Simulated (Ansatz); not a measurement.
Rows from a G0W0 calculation on SiO2 (Cristobalite) (Ansatz 0.2.0; G0W0 on PBE with a share 0.05 of exact exchange, plane waves, PAW; PAW set soft_1; 2×2×2 mesh, 720 empty bands, screening to 150 eV, PAW set soft_1 files), in eV. Spin-orbit coupling is left out.

The database entry behind the starting cell lists a temperature of 340 K, so it need not match the best structure at ambient conditions.

```csv
row,k,band,start,Σx,Σc at the solution,Vxc
A,Γ,c2,10.400,-5.867,-3.588,-10.722
B,Γ,c1,7.250,-6.326,-3.113,-10.429
C,Γ,v1,0.982,-26.881,3.894,-21.271
D,Γ,v4,0.318,-26.659,3.938,-20.927
E,Γ,v2,0.707,-26.953,3.933,-21.282
F,Γ,c4,10.828,-7.403,-3.702,-12.591
```

Q: Work out each quasiparticle level and how far it moved.

The quasiparticle equation reads E = start + Σx + Σc(E) − Vxc.

```csv
row,E (eV),shift (eV)
A,11.668,+1.268
B,8.241,+0.991
C,-0.735,−1.716
D,-1.476,−1.794
E,-1.032,−1.739
F,12.314,+1.486
```

The gap over the computed points goes from 6.27 eV to 8.98 eV.

Limits: not at the basis limit; coarse k mesh.

[Paths, hosts, dates, memory and timing lines, banners, echoed tables and standing remarks are left out of the program output.]

[Logs are printed without paths, hosts, clocks, repeated set-up lines and the standing remarks that a program may print on its own settings, such as how far it seeks lower states.]

[Runs of the session that timed out or met a known fault of the program may be left out.]

[Cells called generated may have been cut or substituted from an entry of the Crystallography Open Database or the Materials Project.]

[Hosts, paths, dates, database ids (printed as entryN), source tags and the programs' standing remarks are cut or masked in the printed files.]
